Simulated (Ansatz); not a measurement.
# Se on W(100): change of the work function, part 2 of 3

Wanted: Δφ(θ) for Se/W(100), starting from the hollow site.

Ansatz 0.2.0; plane-wave DFT, PBE, Ansatz PAW.

So far, work function, upper face (eV): step 2 (the clean slab) 4.14.

## Step 3: The covered slab, k-mesh 6×6×1, coverage 0.25 ML

System of this step: W20Se (Se/W(100)). The cell holds 21 atoms: 20 W and 1 Se. Cell: a = 6.320 Å, b = 6.320 Å, c = 26.090 Å, α = 90.0°, β = 90.0°, γ = 90.0°. Vacuum lies along c.

The clean slab as it ended is repeated in the plane and the adsorbate is set on one face; the cell's size fixes the coverage, and the k-mesh shrinks with it to keep the sampling density about even. Adsorbate and upper layers relax, since the dipole depends on the height.

Contents of input.yaml:

```yaml
crystal:
  lattice:
    - [6.32, 0.0, 0.0]
    - [0.0, 6.32, 0.0]
    - [0.0, 0.0, 26.0899814035]
  atoms:
    - { symbol: W, position: [0.0, 0.0, 0.3449600006] }
    - { symbol: W, position: [0.25, 0.25, 0.4055196451] }
    - { symbol: W, position: [0.0, 0.0, 0.4660474217] }
    - { symbol: W, position: [0.25, 0.25, 0.529083778] }
    - { symbol: W, position: [0.0, 0.0, 0.5839102023] }
    - { symbol: W, position: [0.0, 0.5, 0.3449600006] }
    - { symbol: W, position: [0.25, 0.75, 0.4055196451] }
    - { symbol: W, position: [0.0, 0.5, 0.4660474217] }
    - { symbol: W, position: [0.25, 0.75, 0.529083778] }
    - { symbol: W, position: [0.0, 0.5, 0.5839102023] }
    - { symbol: W, position: [0.5, 0.0, 0.3449600006] }
    - { symbol: W, position: [0.75, 0.25, 0.4055196451] }
    - { symbol: W, position: [0.5, 0.0, 0.4660474217] }
    - { symbol: W, position: [0.75, 0.25, 0.529083778] }
    - { symbol: W, position: [0.5, 0.0, 0.5839102023] }
    - { symbol: W, position: [0.5, 0.5, 0.3449600006] }
    - { symbol: W, position: [0.75, 0.75, 0.4055196451] }
    - { symbol: W, position: [0.5, 0.5, 0.4660474217] }
    - { symbol: W, position: [0.75, 0.75, 0.529083778] }
    - { symbol: W, position: [0.5, 0.5, 0.5839102023] }
    - { symbol: Se, position: [0.25, 0.25, 0.6550399994] }
kpoints:
  mp_grid: { grid: [6, 6, 1] }
hamiltonian:
  xc: pbe
scf:
  occupations: { method: fermi_dirac, width: 0.1 }
  convergence: { dr2_threshold: 1.0e-08 }
efield:
  axis: 3
  dipole_correction: true
  ramp_position: 0.97
  ramp_width: 0.06
relax:
  f_tol: 0.02
  max_steps: 60
  constraints: [{ sites: [0, 1, 5, 6, 10, 11, 15, 16] }]
output:
  dos: { projected: true, e_range: [-8, 4] }
  write_potential: true
  write_density: true
  volumetric_format: npy
  elf: true
```

Command:

```bash
ansatz run input.yaml --threads 4 --pin off --max-ram 6144MiB --backend cpu --events-out ev --progress --plain --runs-dir out
```

Numbers of over 12 decimals in the logs are rounded to 6 here.

What it wrote:

```text
[...]
Crystal: 21 atoms, lattice volume = 1042.096 Å³
Basis set: ecut = 420 eV, 20427 PW (Γ), exchange–correlation on 90×90×360 points (8 copies of the dense FFT grid, shifted against one another)
Bands: 178, of which v1, the nominal top of the filled ones, is band 148 counted from 1 (147 counted from 0)
Symmetry: 8 space group operations
[...]
k-points: 10 of 36
[...]
SCF iter   1: F=—  HF=-213148.448618 eV  |F-HF|=—  |Δ(HF+E_count)|=         —  Δρ=6.06e-3  dr2=1.10e0  ethr=1.77e-3  p=-0.055 e·Å  D=-9.61e-3 V/Å  ΔV_dip=0.25 eV  dr2_dipole=1.72e-1  V_vac-E_F(+/−)=4.56/4.31 eV  ⟨swp⟩=10.3  Hψ=8963  notcnv=0
[...]
SCF iter  11: F=-213148.342844 eV  HF=-213148.342844 eV  |F-HF|=1.25e-9  |Δ(HF+E_count)|=   9.90e-9  Δρ=2.13e-7  dr2=1.31e-9  ethr=3.38e-12  p=-0.067 e·Å  D=-1.17e-2 V/Å  ΔV_dip=0.31 eV  dr2_dipole=2.44e-11  V_vac-E_F(+/−)=4.57/4.26 eV  ⟨swp⟩=10.5  Hψ=11718  notcnv=0
SCF 1 converged in 11 iterations: F = -213148.342844 eV  dr2 = 1.31e-9
[...]
relax step   1: F+E_penalty+E_count = -213148.34284411 eV  Δ(F+E_penalty+E_count) = +0.000e0 eV  max|allowed force component| = 1.775e0 eV/Å  Δτ_max = 0.0000 Å  (11 SCF iters, accepted)
[...]
iter 1 solved again at ethr=3.82e-4 eV; its pass at ethr=3.10e-3 eV (dr2=1.13e0 eV) is discarded
[...]
SCF iter  10: F=-213148.728809 eV  HF=-213148.728809 eV  |F-HF|=1.08e-9  |Δ(HF+E_count)|=   1.69e-8  Δρ=4.28e-7  dr2=8.48e-9  ethr=3.38e-12  p=-0.026 e·Å  D=-4.51e-3 V/Å  ΔV_dip=0.12 eV  dr2_dipole=9.18e-10  V_vac-E_F(+/−)=4.37/4.25 eV  ⟨swp⟩=12.6  Hψ=13725  notcnv=0
SCF 2 converged in 10 iterations: F = -213148.728809 eV  dr2 = 8.48e-9
relax step   2: F+E_penalty+E_count = -213148.72880945 eV  Δ(F+E_penalty+E_count) = -3.860e-1 eV  max|allowed force component| = 5.064e-1 eV/Å  Δτ_max = 0.1949 Å  (10 SCF iters, accepted)
SCF iter   1: F=—  HF=-213148.806516 eV  |F-HF|=—  |Δ(HF+E_count)|=         —  Δρ=3.49e-3  dr2=2.60e-1  ethr=9.76e-4  p=-0.026 e·Å  D=-4.51e-3 V/Å  ΔV_dip=0.12 eV  dr2_dipole=2.81e-6  V_vac-E_F(+/−)=4.37/4.26 eV  ⟨swp⟩=5.3  Hψ=3587  notcnv=0
[...]
SCF iter  10: F=-213148.774467 eV  HF=-213148.774467 eV  |F-HF|=4.51e-9  |Δ(HF+E_count)|=   8.61e-9  Δρ=2.70e-7  dr2=2.16e-9  ethr=3.38e-12  p=-0.026 e·Å  D=-4.60e-3 V/Å  ΔV_dip=0.12 eV  dr2_dipole=3.09e-12  V_vac-E_F(+/−)=4.37/4.25 eV  ⟨swp⟩=12.1  Hψ=12903  notcnv=0
SCF 3 converged in 10 iterations: F = -213148.774467 eV  dr2 = 2.16e-9
relax step   3: F+E_penalty+E_count = -213148.77446675 eV  Δ(F+E_penalty+E_count) = -4.566e-2 eV  max|allowed force component| = 3.605e-1 eV/Å  Δτ_max = 0.0634 Å  (10 SCF iters, accepted)
[...]
relax step   4: F+E_penalty+E_count = -213148.80328350 eV  Δ(F+E_penalty+E_count) = -2.882e-2 eV  max|allowed force component| = 1.880e-1 eV/Å  Δτ_max = 0.0629 Å  (10 SCF iters, accepted)
[...]
relax step   5: F+E_penalty+E_count = -213148.81879270 eV  Δ(F+E_penalty+E_count) = -1.551e-2 eV  max|allowed force component| = 3.863e-1 eV/Å  Δτ_max = 0.1811 Å  (10 SCF iters, accepted)
[...]
relax step   6: F+E_penalty+E_count = -213148.84374909 eV  Δ(F+E_penalty+E_count) = -2.496e-2 eV  max|allowed force component| = 5.572e-2 eV/Å  Δτ_max = 0.0894 Å  (10 SCF iters, accepted)
[...]
relax step   7: F+E_penalty+E_count = -213148.84703575 eV  Δ(F+E_penalty+E_count) = -3.287e-3 eV  max|allowed force component| = 2.868e-2 eV/Å  Δτ_max = 0.0201 Å  (9 SCF iters, accepted)
SCF iter   1: F=—  HF=-213148.848218 eV  |F-HF|=—  |Δ(HF+E_count)|=         —  Δρ=2.69e-4  dr2=2.30e-3  ethr=4.12e-6  p=-0.061 e·Å  D=-1.07e-2 V/Å  ΔV_dip=0.28 eV  dr2_dipole=2.36e-4  V_vac-E_F(+/−)=4.51/4.23 eV  ⟨swp⟩=2.0  Hψ=2829  notcnv=0
[...]
SCF iter   8: F=-213148.847374 eV  HF=-213148.847374 eV  |F-HF|=2.91e-11  |Δ(HF+E_count)|=   8.99e-9  Δρ=1.53e-7  dr2=5.67e-10  ethr=3.38e-12  p=-0.061 e·Å  D=-1.06e-2 V/Å  ΔV_dip=0.28 eV  dr2_dipole=7.75e-11  V_vac-E_F(+/−)=4.51/4.23 eV  ⟨swp⟩=10.0  Hψ=11628  notcnv=0
SCF 8 converged in 8 iterations: F = -213148.847374 eV  dr2 = 5.67e-10
relax step   8: F+E_penalty+E_count = -213148.84737410 eV  Δ(F+E_penalty+E_count) = -3.383e-4 eV  max|allowed force component| = 4.861e-3 eV/Å  Δτ_max = 0.0041 Å  (8 SCF iters, accepted)
NSCF: frozen V_eff on 10 k-points
[...]
SCF converged after 8 iterations
Free energy (F): -213148.847374 eV
[...]
Internal energy: -213148.223620 eV  (E = F + TS)
E sigma→0 (E₀):  -213148.535497 eV
Entropy (-TS):   -0.623754 eV (-29.703 meV/atom)
Fermi energy:    4.197329 eV
Dipole field:    D = -0.010627 V/Å  (p = -0.061199 e·Å, saw-weighted, corrected)
Work function:   Φ+ = 4.5087 eV   Φ− = 4.2314 eV
[...]
--- Forces (eV/Å), atoms counted from 1 ---
  atom   1  W      0.06253737     0.06253737     1.30770142
  atom   2  W     -0.00000000     0.00000000    -1.42178776
  atom   3  W      0.00085680     0.00085680     0.00144770
  atom   4  W      0.00000000    -0.00000000     0.00486116
  atom   5  W      0.00083244     0.00083244    -0.00239390
  atom   6  W      0.06253737    -0.06253737     1.30770142
  atom   7  W     -0.00000000     0.00000000    -1.30516555
  atom   8  W      0.00085680    -0.00085680     0.00144770
  atom   9  W      0.00000000     0.00000000    -0.00062457
  atom  10  W      0.00083244    -0.00083244    -0.00239390
  atom  11  W     -0.06253737     0.06253737     1.30770142
  atom  12  W     -0.00000000     0.00000000    -1.30516555
  atom  13  W     -0.00085680     0.00085680     0.00144770
  atom  14  W     -0.00000000     0.00000000    -0.00062457
  atom  15  W     -0.00083244     0.00083244    -0.00239390
  atom  16  W     -0.06253737    -0.06253737     1.30770142
  atom  17  W     -0.00000000     0.00000000    -1.20027043
  atom  18  W     -0.00085680    -0.00085680     0.00144770
  atom  19  W     -0.00000000     0.00000000    -0.00189675
  atom  20  W     -0.00083244    -0.00083244    -0.00239390
  atom  21  Se     0.00000000     0.00000000     0.00366902
  max |Σ_I F_I| component: 1.59e-5 eV/Å
--- Band table (eV; the first three rows and the last of 10) ---
  k-point 0: bands = [... 144 lower, 3.9916, 4.2085, 4.2085, 4.2709, 4.3229, 4.3229, 4.4039, 4.4943, ... 26 higher]
  k-point 1: bands = [... 144 lower, 3.9224, 4.0433, 4.1584, 4.2972, 4.3272, 4.3898, 4.5825, 4.8230, ... 26 higher]
  k-point 2: bands = [... 144 lower, 3.7334, 4.0006, 4.1383, 4.3434, 4.4541, 4.5009, 4.5942, 4.6637, ... 26 higher]
  k-point 9: bands = [... 144 lower, 3.9013, 3.9404, 3.9404, 3.9743, 3.9837, 3.9837, 3.9839, 4.0586, ... 26 higher]
--- Relaxed structure (8 steps of the walk, 8 accepted, 0 SCFs on fresh bases) ---
  F+E_penalty+E_count = -213148.84737410 eV   max|allowed force component| = 4.861e-3 eV/Å
  atoms:
    - { symbol: W, position: [0.0, 0.0, 0.3449600006] }
    - { symbol: W, position: [0.250000, 0.250000, 0.405520] }
    - { symbol: W, position: [-0.00341678, -0.00341678, 0.466454] }
    - { symbol: W, position: [0.250000, 0.250000, 0.523545] }
    - { symbol: W, position: [0.019910, 0.019910, 0.585551] }
    - { symbol: W, position: [0.0, 0.500000, 0.3449600006] }
    - { symbol: W, position: [0.250000, 0.75, 0.405520] }
    - { symbol: W, position: [-0.00341678, 0.503417, 0.466454] }
    - { symbol: W, position: [0.250000, 0.75, 0.528736] }
    - { symbol: W, position: [0.019910, 0.480090, 0.585551] }
    - { symbol: W, position: [0.500000, 0.0, 0.3449600006] }
    - { symbol: W, position: [0.75, 0.250000, 0.405520] }
    - { symbol: W, position: [0.503417, -0.00341678, 0.466454] }
    - { symbol: W, position: [0.75, 0.250000, 0.528736] }
    - { symbol: W, position: [0.480090, 0.019910, 0.585551] }
    - { symbol: W, position: [0.500000, 0.500000, 0.3449600006] }
    - { symbol: W, position: [0.75, 0.75, 0.405520] }
    - { symbol: W, position: [0.503417, 0.503417, 0.466454] }
    - { symbol: W, position: [0.75, 0.75, 0.531347] }
    - { symbol: W, position: [0.480090, 0.480090, 0.585551] }
    - { symbol: Se, position: [0.250000, 0.250000, 0.651736] }
```

Elapsed: 7.7 min, on 4 threads of Arm Neoverse V2, shared host; peak memory 4.4 GiB.

The steps of the relaxation:

| step | energy less that of the first step (eV) | largest force component (eV/Å) |
| --- | --- | --- |
| 1 | 0.0000 | 1.7754 |
| 2 | -0.3860 | 0.5064 |
| 3 | -0.4316 | 0.3605 |
| 4 | -0.4604 | 0.1880 |
| 5 | -0.4759 | 0.3863 |
| 6 | -0.5009 | 0.0557 |
| 7 | -0.5042 | 0.0287 |
| 8 | -0.5045 | 0.0049 |

Forces are held to the 8 operations that the run works with; a distortion that breaks them can't arise in this run.

The atoms that moved most (Å):

| atom | dx | dy | dz | length |
| --- | --- | --- | --- | --- |
| W5 | 0.126 | 0.126 | 0.043 | 0.183 |
| W10 | 0.126 | -0.126 | 0.043 | 0.183 |
| W15 | -0.126 | 0.126 | 0.043 | 0.183 |
| W20 | -0.126 | -0.126 | 0.043 | 0.183 |
| W4 | 0.000 | 0.000 | -0.145 | 0.145 |
| Se21 | 0.000 | 0.000 | -0.086 | 0.086 |
| W19 | 0.000 | 0.000 | 0.059 | 0.059 |
| W18 | 0.022 | 0.022 | 0.011 | 0.032 |

Final coordinates:

```
W Se
1.0
     6.32000    0.00000    0.00000
     0.00000    6.32000    0.00000
     0.00000    0.00000   26.08998
W Se
20 1
Direct
  0.00000 0.00000 0.34496
  0.25000 0.25000 0.40552
  0.99658 0.99658 0.46645
  0.25000 0.25000 0.52354
  0.01991 0.01991 0.58555
  0.00000 0.50000 0.34496
  0.25000 0.75000 0.40552
  0.99658 0.50342 0.46645
  0.25000 0.75000 0.52874
  0.01991 0.48009 0.58555
  0.50000 0.00000 0.34496
  0.75000 0.25000 0.40552
  0.50342 0.99658 0.46645
  0.75000 0.25000 0.52874
  0.48009 0.01991 0.58555
  0.50000 0.50000 0.34496
  0.75000 0.75000 0.40552
  0.50342 0.50342 0.46645
  0.75000 0.75000 0.53135
  0.48009 0.48009 0.58555
  0.25000 0.25000 0.65174
```

This step gave:

```yaml
energy_at_zero_smearing: -213148.5355 eV
work_function_upper_face: 4.509 eV
work_function_lower_face: 4.231 eV
dipole_along_the_normal: -0.06120 e·Å
step_between_the_vacuum_levels: 0.2773 eV
```

Running mean over 1.58 Å of the planar mean; the ramp of the sawtooth is left out. Table of electron's electrostatic potential energy less the Fermi level by z:

| z (Å) | electron's electrostatic potential energy less the Fermi level (eV) |
| --- | --- |
| 3.5 | 4.23 |
| 4.0 | 4.23 |
| 4.5 | 4.23 |
| 5.0 | 4.22 |
| 5.5 | 4.20 |
| 6.0 | 4.14 |
| 6.5 | 3.95 |
| 7.0 | 3.39 |
| 7.5 | 1.68 |
| 8.0 | -2.57 |
| 8.5 | -7.97 |
| 9.0 | -11.3 |
| 9.5 | -12.1 |
| 10.0 | -12.3 |
| 10.5 | -12.5 |
| 11.0 | -12.5 |
| 11.5 | -12.6 |
| 12.0 | -12.6 |
| 12.5 | -12.5 |
| 13.0 | -12.3 |
| 13.5 | -12.4 |
| 14.0 | -12.8 |
| 14.5 | -13.1 |
| 15.0 | -12.6 |
| 15.5 | -10.7 |
| 16.0 | -6.42 |
| 16.5 | -1.67 |
| 17.0 | 1.04 |
| 17.5 | 2.42 |
| 18.0 | 3.40 |
| 18.5 | 4.12 |
| 19.0 | 4.42 |
| 19.5 | 4.49 |
| 20.0 | 4.50 |
| 20.5 | 4.51 |
| 21.0 | 4.51 |
| 21.5 | 4.51 |
| 22.0 | 4.51 |
| 22.5 | 4.51 |
| 23.0 | 4.51 |

The density of states has structure finer than the step of the table below, so its rows give means over 0.25 eV, whole bins alone (the curve runs from -8 to 1.98 eV). Peaks (eV: height): -3.970: 38.7, -3.490: 40.7, -2.890: 58.2, -2.770: 44.3, -2.470: 43.9, 1.230: 41.6, 1.560: 45.1.

The density of states by energy, zero at the Fermi level; means over each step:

| energy (eV) | density of states (states/eV a cell) |
| --- | --- |
| -7.75 | 1.35 |
| -7.50 | 1.34 |
| -7.25 | 1.42 |
| -7.00 | 1.74 |
| -6.75 | 4.41 |
| -6.50 | 2.42 |
| -6.25 | 4.69 |
| -6.00 | 7.55 |
| -5.75 | 7.04 |
| -5.50 | 12.0 |
| -5.25 | 15.8 |
| -5.00 | 17.4 |
| -4.75 | 17.6 |
| -4.50 | 14.3 |
| -4.25 | 16.4 |
| -4.00 | 27.9 |
| -3.75 | 13.9 |
| -3.50 | 19.8 |
| -3.25 | 13.7 |
| -3.00 | 29.8 |
| -2.75 | 28.0 |
| -2.50 | 24.9 |
| -2.25 | 28.6 |
| -2.00 | 23.6 |
| -1.75 | 25.8 |
| -1.50 | 22.2 |
| -1.25 | 19.0 |
| -1.00 | 17.8 |
| -0.75 | 15.9 |
| -0.50 | 27.7 |
| -0.25 | 16.2 |
| 0.00 | 19.7 |
| 0.25 | 17.3 |
| 0.50 | 18.8 |
| 0.75 | 17.5 |
| 1.00 | 17.2 |
| 1.25 | 27.3 |
| 1.50 | 28.5 |
| 1.75 | 26.0 |

Projected DOS per atom over height of the atomic layer and energy from the Fermi level. Layers: W4 W4 W4 W4 W4 Se from below.

Values in states/eV, 22 rows by 6 columns, each cell a mean:
```
1.46 1.16 1.11 1.08 1.08 0.08
1.82 0.99 1.15 0.82 1.22 0.10
1.13 0.51 0.83 0.40 1.06 0.17
1.42 0.43 0.65 0.37 1.30 0.20
1.95 0.38 0.47 0.28 1.11 0.15
2.08 0.71 0.37 0.80 1.52 0.36
1.03 0.59 0.44 0.68 1.22 0.49
1.16 0.86 0.93 0.84 1.17 0.39
1.26 0.98 1.19 1.04 1.27 0.71
1.49 1.24 1.28 1.36 1.30 0.72
1.23 1.69 1.44 1.58 0.80 0.79
0.46 1.02 0.97 1.00 0.83 1.15
0.52 0.92 0.76 1.01 0.88 0.90
1.32 1.46 0.99 0.86 0.60 0.59
0.35 0.71 0.99 0.84 0.70 1.42
0.34 0.78 1.13 0.90 0.79 1.70
0.22 0.61 0.83 0.72 0.42 0.56
0.16 0.38 0.43 0.40 0.22 0.15
0.11 0.21 0.18 0.21 0.13 0.09
0.09 0.19 0.19 0.19 0.09 0.06
0.03 0.08 0.12 0.08 0.03 0.01
0.02 0.08 0.12 0.08 0.03 0.01
```
Columns: height of the atomic layer (Å) from 9 to 17.0 (not evenly spaced); rows upwards: energy from the Fermi level (eV) from -7.96 to 1.95.

ELF in the ca plane at fractional y = 0.250, with atoms of W and Se within 0.2 Å of it. It is the smooth field of the valence electrons, not physical close to the nuclei.

Ten even steps from '0' (0.00) to '9' (0.87), each cell a mean:
```
44455422345555422455554332210000000000000000
34554323334553233345654321000000000000000000
34543477743542577634554310000000000000000000
34432652652332743732444210000000000000000000
34432662652432743732444210000000000000000000
34543477643542577634554310000000000000000000
34554323234553222345654321000000000000000000
44455432345555422455544332211000000000000000
44445543455455434555444555543100000000000000
44455321235554212355445788876420000000000000
34553355534543455344346888998631000000000000
34432575742433756623347745999742000000000000
34432651652324613622246513899852000000000000
34432575742433766623347746999742000000000000
34553355434543455344346888998631000000000000
44455321245554212355445788876420000000000000
44445543455455434555444555543100000000000000
```
Columns run along c (16.0 Å, from fractional 0.31 to 0.93 of the cell), rows up along a (6.3 Å). Atoms in or near the plane, at fractional coordinates: W at (0.41, 0.25), W at (0.52, 0.25), W at (0.41, 0.75), W at (0.53, 0.75), Se at (0.65, 0.25).

Electrostatic potential energy in the ca plane at fractional y = 0.250, with atoms of W and Se within 0.2 Å of it. With pseudopotentials it is smooth inside the atoms' cores, unlike the true potential.

Values in eV, 9 rows by 16 columns, each cell a mean:
```
  6   4  -5   1   5  -4  -1   5   7   8   9   9   9   9   9   9
  8  -2 -46 -19   1 -40 -29   6   8   9   9   9   9   9   9   9
  8  -4 -51 -23   0 -45 -34   6   9   9   9   9   9   9   9   9
  7   4 -13  -2   4 -10  -5   5   7   8   9   9   9   9   9   9
  6   5   3   4   5   3   4   3   6   7   8   9   9   9   9   9
  7   2 -25  -7   2 -24  -9   4  -6  -7   7   9   9   9   9   9
  9  -5 -54 -26  -4 -52 -30   4 -10  -9   5   9   9   9   9   9
  8   0 -35 -13   1 -34 -15   4  -9  -9   7   9   9   9   9   9
  6   5   1   4   5   1   3   3   4   5   8   9   9   9   9   9
```
Columns run along c (16.0 Å, from fractional 0.31 to 0.93 of the cell; values clipped at the 3rd and 97th percentile), rows up along a (6.3 Å). Atoms in or near the plane, at fractional coordinates: W at (0.41, 0.25), W at (0.52, 0.25), W at (0.41, 0.75), W at (0.53, 0.75), Se at (0.65, 0.25).

Valence density in the ca plane at fractional y = 0.250, with atoms of W and Se within 0.2 Å of it. It is the smooth field of the valence electrons, not physical close to the nuclei.

Ten steps, logarithmic in the rise over the least value, from '0' (0 e/Å³) to '9' (29 e/Å³), each cell a mean:
```
00111111111111111111110000000000000000000000
00111223211111223211110000000000000000000000
00011355531112455421100000000000000000000000
00012466641112566531000000000000000000000000
00012466641112566531100000000000000000000000
00011355531112455421100000000000000000000000
00111223211111223211110000000000000000000000
00111111111111111111110000000000000000000000
00111111111111111111111100000000000000000000
00111111111111111111111111100000000000000000
00011244321112344321112233210000000000000000
00012466531113566421112587420000000000000000
00012465641113666521112699521000000000000000
00012456531113566421112587420000000000000000
00111244321112344321112233210000000000000000
00111111111111111111111111100000000000000000
00111111111111111111111100000000000000000000
```
Columns run along c (16.0 Å, from fractional 0.31 to 0.93 of the cell), rows up along a (6.3 Å). Atoms in or near the plane, at fractional coordinates: W at (0.41, 0.25), W at (0.52, 0.25), W at (0.41, 0.75), W at (0.53, 0.75), Se at (0.65, 0.25).

The relaxation took 8 steps and lowered the energy by 0.50 eV; the largest force on the free atoms ends at 0.0049 eV/Å.

By hand: a sheet of dipoles makes a step −p/(ε₀A) in the electron's potential. With e/ε₀ = 180.95 V·Å, p = -0.06120 e·Å and A = 39.94 Å², that is −180.95 × (-0.06120) / 39.94 = +0.277 eV, and the two vacuum levels of the run differ by +0.277 eV.

The covered face has 4.51 eV, +0.37 eV against the clean one; the bare back face has moved by -0.02 eV, a measure of how thin the slab is.

[end of part 2 of 3]

[Logs are printed without paths, hosts, clocks, repeated set-up lines and the standing remarks that a program may print on its own settings, such as how far it seeks lower states.]

[Hosts, paths, dates, database ids (printed as entryN), source tags and the programs' standing remarks are cut or masked in the printed files.]

[Maps of the electrostatic potential energy from Ansatz leave out the sawtooth potential of an applied field or a dipole correction, so their vacuum need not be flat; planar profiles and work functions include it.]

[The density of states shown here was stored with 400 of the rows of the run's finer table, so its peaks can read low, often by over a quarter, or be missed, and its means over a window can be off by a tenth or more.]
